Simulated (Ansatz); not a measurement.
# ZnSe wire along [110], 24 atoms a period, H-terminated: bands by functional

Wanted: the relaxed geometry and the bands of the ZnSe wire along [110], 24 atoms a period, H-terminated.

Main program and level: Ansatz 0.2.0; DFT PBE, plane waves, PAW; relaxation of a wire's period; PAW set soft_1, in the first sound run; inputs show where later runs differ.

Report form: the programs' logs are mostly left out.

## Step 1: The structure

The cell holds 40 atoms: 16 H, 12 Zn and 12 Se. Cell: a = 21.528 Å, b = 19.527 Å, c = 4.059 Å, α = 90.0°, β = 90.0°, γ = 90.0°. Vacuum lies along a and b. The structure's axis is c.

## Step 2: Relaxing the period

Band widths follow the bond lengths, so the wire is relaxed first. The atoms and the third cell vector are free; the box across stays fixed as vacuum. A Fermi-Dirac smearing is set since the result may be a metal. The pressure printed is a third of the stress's trace over the whole box, vacuum included; only the stress along the axis is relaxed.

The input, input.yaml:

```yaml
crystal:
  lattice:
    - [21.528, 0.0, 0.0]
    - [0.0, 19.527, 0.0]
    - [0.0, 0.0, 4.058792924]
  atoms:
    - { symbol: H, position: [0.157933854, 0.381973315, 0.0] }
    - { symbol: Zn, position: [0.200307201, 0.448038998, 0.0] }
    - { symbol: Se, position: [0.40027933, 0.344111285, 0.0] }
    - { symbol: H, position: [0.424563359, 0.174117888, 0.0] }
    - { symbol: Zn, position: [0.466936707, 0.240183571, 0.0] }
    - { symbol: Zn, position: [0.466936707, 0.448038998, 0.0] }
    - { symbol: Se, position: [0.666908836, 0.344111285, 0.0] }
    - { symbol: H, position: [0.708745812, 0.278881876, 0.0] }
[... 28 atom lines left out ...]
    - { symbol: Se, position: [0.666908836, 0.551966712, 0.0] }
    - { symbol: Se, position: [0.666908836, 0.759822139, 0.0] }
    - { symbol: H, position: [0.708745812, 0.825051548, 0.0] }
    - { symbol: Zn, position: [0.733566213, 0.655894425, 0.0] }
kpoints:
  mp_grid: { grid: [1, 1, 20] }
scf:
  occupations: { method: fermi_dirac, width: 0.05 }
hamiltonian:
  xc: pbe
  pseudopotentials: { kind: paw, azcp: { folder: soft_1 } }
relax:
  cell: { fix: [a, b, alpha, beta, gamma] }
  max_steps: 45
  f_tol: 0.03
```

Run with:

```bash
ansatz run input.yaml --threads 4 --pin off --max-ram 16384MiB --backend cpu --events-out ev --progress --plain --runs-dir out
```

The job ended after 52 min (4 threads of Arm Neoverse V1, shared host; peak memory 7.3 GiB; 3.5 h of CPU time).

The steps of the relaxation:

| step | energy less that of the first step (eV) | largest force component (eV/Å) | pressure (GPa) | volume (Å³) |
| --- | --- | --- | --- | --- |
| 1 | 0.0000 | 1.4549 | 0.34 | 1706.22 |
| 2 | -1.6287 | 0.8279 | 0.21 | 1719.34 |
| 3 | -2.3407 | 0.3960 | 0.18 | 1730.35 |
| 4 | -2.6134 | 0.5013 | 0.01 | 1740.87 |
| 5 | -2.7009 | 0.6962 | -0.21 | 1753.29 |
| 6 | -2.8336 | 0.2232 | -0.01 | 1754.40 |
| 7 | -2.8820 | 0.2710 | 0.02 | 1758.17 |
| 8 | -2.8993 | 0.2030 | -0.04 | 1763.08 |
| 9 | -2.9166 | 0.1486 | -0.02 | 1761.80 |
| 10 | -2.9205 | 0.0688 | -0.02 | 1760.98 |
| 11 | -2.9252 | 0.0327 | -0.02 | 1759.40 |
| 12 | -2.9280 | 0.0484 | -0.03 | 1757.93 |
| 13 | -2.9296 | 0.0260 | -0.02 | 1757.26 |
| 14* | -2.9407 | 0.0260 | -0.02 | 1757.26 |

Relaxation steps marked * repeat the geometry before them on a plane-wave basis chosen anew for their cell, so energy and pressure can jump there.

Forces are held to the 2 operations that the run works with; a distortion that breaks them can't arise in this run.

| cell as run | before | after | change |
| --- | --- | --- | --- |
| c (Å) | 4.059 | 4.180 | +3.0 % |

The atoms that moved most (Å, along periodic axes as changes of fractional coordinates times the final cell, across vacuum about the mean position):

| atom | dx | dy | dz | length |
| --- | --- | --- | --- | --- |
| H32 | 0.916 | 0.613 | 0.000 | 1.102 |
| H29 | 0.816 | 0.076 | 0.000 | 0.819 |
| Se27 | 0.345 | 0.654 | 0.000 | 0.739 |
| Zn5 | -0.607 | -0.229 | 0.000 | 0.648 |
| H28 | 0.126 | 0.615 | 0.000 | 0.628 |
| H31 | 0.452 | -0.228 | 0.302 | 0.590 |
| H10 | 0.452 | -0.228 | -0.302 | 0.590 |
| H4 | 0.005 | -0.443 | 0.000 | 0.443 |

Numbers from this step:

```
energy at zero smearing    : -105714.3290 eV
cell length along the wire : 4.180 Å
```

The cell's length comes to 4.180 Å with spin left out.

## Step 3: The perfect wire

This step: DFT PBE, plane waves, PAW; bands of a perfect wire; PAW set soft_1 (Ansatz 0.2.0).

At the relaxed period the bands are computed along the axis; those that cross an energy going forward count the channels that a perfect wire would open there.

The input, input.yaml:

```yaml
crystal:
  lattice:
    - [21.528, 0.0, 0.0]
    - [0.0, 19.527, 0.0]
    - [0.0, 0.0, 4.1801897419]
  atoms:
    - { symbol: H, position: [0.15885044, 0.396131258, 0.0] }
    - { symbol: Zn, position: [0.195172432, 0.465071626, 0.0] }
    - { symbol: Se, position: [0.393299967, 0.34110452, 0.0] }
    - { symbol: H, position: [0.424781994, 0.151425607, 0.0] }
    - { symbol: Zn, position: [0.438759948, 0.228455232, 0.0] }
    - { symbol: Zn, position: [0.459991046, 0.439836328, 0.0] }
    - { symbol: Se, position: [0.659993602, 0.351056593, 0.0] }
    - { symbol: H, position: [0.70003517, 0.289250103, 0.0] }
[... 28 atom lines left out ...]
    - { symbol: Se, position: [0.664257996, 0.553625499, 0.0] }
    - { symbol: Se, position: [0.660774773, 0.745418417, 0.0] }
    - { symbol: H, position: [0.69769871, 0.809421909, 0.0] }
    - { symbol: Zn, position: [0.743003983, 0.652404385, 0.0] }
kpoints:
  mp_grid: { grid: [1, 1, 20] }
  band_path: { path: ["Γ", Z], npoints: 90 }
scf:
  occupations: { method: fermi_dirac, width: 0.05 }
hamiltonian:
  xc: pbe
  pseudopotentials: { kind: paw, azcp: { folder: soft_1 } }
output:
  dos: { e_range: [-5, 4] }
  write_potential: true
  write_density: true
  volumetric_format: npy
```

The job ended after 25 min (4 threads; peak memory 11 GiB; 1.7 h of CPU time).

This step gave:

* band gap: 0 eV

Electronic bands along the path, in eV, zero at the Fermi level; # counts the bands kept:

| point | #39 | #40 | #41 | #42 | #43 | #44 | #45 | #46 |
| --- | --- | --- | --- | --- | --- | --- | --- | --- |
| Γ | -0.69 | -0.36 | -0.30 | -0.27 | -0.15 | 1.21 | 1.50 | 1.71 |
| halfway | -0.62 | -0.47 | -0.31 | -0.03 | 0.20 | 0.79 | 1.66 | 1.95 |
| Z | -1.16 | -0.79 | -0.65 | -0.26 | 0.66 | 0.85 | 2.06 | 2.09 |

Between Γ and Z the bands cross the Fermi level 5 times, so a perfect wire would conduct at least 5 G₀, with spin left out.

## Step 4: Levels at the same atoms, cutoff 500 eV, k-mesh 1×1×15

This step: DFT r2SCAN, plane waves, PAW; bands of a perfect wire at the PBE geometry; PAW set soft_1 (Ansatz 0.2.0).

The atoms stay at the PBE geometry and the functional changes. r2SCAN also reads the kinetic-energy density; it often gives larger moments and wider gaps than PBE, at a higher cost. Against the first PBE run of this kind, the cutoff is 500 eV against 420 and the mesh along the wire has 15 points against 20.

Edit input.yaml of step 3 so:

```diff
@@ -47,3 +47,3 @@
 kpoints:
-  mp_grid: { grid: [1, 1, 20] }
+  mp_grid: { grid: [1, 1, 15] }
   band_path: { path: ["Γ", Z], npoints: 90 }
@@ -52,8 +52,3 @@
 hamiltonian:
-  xc: pbe
+  xc: r2scan
   pseudopotentials: { kind: paw, azcp: { folder: soft_1 } }
-output:
-  dos: { e_range: [-5, 4] }
-  write_potential: true
-  write_density: true
-  volumetric_format: npy
```

Elapsed: 36 min, on 4 threads; peak memory 12 GiB.

Numbers from this step:

```
energy at zero smearing : -105905.0614 eV
```

Electronic bands along the path, in eV, zero at the Fermi level; # counts the bands kept:

| point | #41 | #42 | #43 | #44 | #45 | #46 | #47 | #48 |
| --- | --- | --- | --- | --- | --- | --- | --- | --- |
| Γ | -0.74 | -0.40 | -0.31 | -0.28 | -0.14 | 1.43 | 1.76 | 1.96 |
| halfway | -0.68 | -0.52 | -0.37 | -0.04 | 0.22 | 0.79 | 1.81 | 2.20 |
| Z | -1.29 | -0.87 | -0.70 | -0.28 | 0.71 | 0.93 | 2.22 | 2.29 |

Bands cross the Fermi level, as under PBE at the relaxed period.

## Step 5: Another level of theory, level HSE06, cutoff 420 eV

This step: DFT HSE06, plane waves, PAW; levels of a perfect wire at the PBE geometry; PAW set soft_1 (Ansatz 0.2.0).

The atoms stay at the PBE geometry and the functional changes. HSE06 mixes in a quarter of short-range exact exchange, which removes part of the self-interaction that closes gaps; it is dear, so the mesh is thinner and no path is run. Against the first PBE run of this kind, the mesh along the wire has 8 points against 20.

Edit input.yaml of step 4 so:

```diff
@@ -47,4 +47,3 @@
 kpoints:
-  mp_grid: { grid: [1, 1, 15] }
-  band_path: { path: ["Γ", Z], npoints: 90 }
+  mp_grid: { grid: [1, 1, 8] }
 scf:
@@ -52,3 +51,3 @@
 hamiltonian:
-  xc: r2scan
+  xc: hse06
   pseudopotentials: { kind: paw, azcp: { folder: soft_1 } }
```

The job ended after 44 min (4 threads; peak memory 10 GiB; 2.8 h of CPU time).

This step gave:

| Item | Value |
| --- | --- |
| energy at zero smearing | -105732.4894 eV |

## Step 6: Outcome

| Item | Value |
| --- | --- |
| cell length, PBE | 4.180 Å |
| ballistic conductance by band crossings, a lower bound, PBE | 5 G₀ |

What this shows: Under PBE the cell's length is 4.18 Å, and the bands cross the Fermi level 5 times between Γ and Z, which gives a perfect wire at least 5 G₀ (opposite crossings within one step of the path cancel in such a count). Plain hydrogen on a compound's surface is a simple closure: it may leave surface states, and facets that end in unlike atoms put a field across the wire, both of which shrink the gap.

[Logs are printed without paths, hosts, clocks, repeated set-up lines and the standing remarks that a program may print on its own settings, such as how far it seeks lower states.]

[Hosts, paths, dates, database ids (printed as entryN), source tags and the programs' standing remarks are cut or masked in the printed files.]
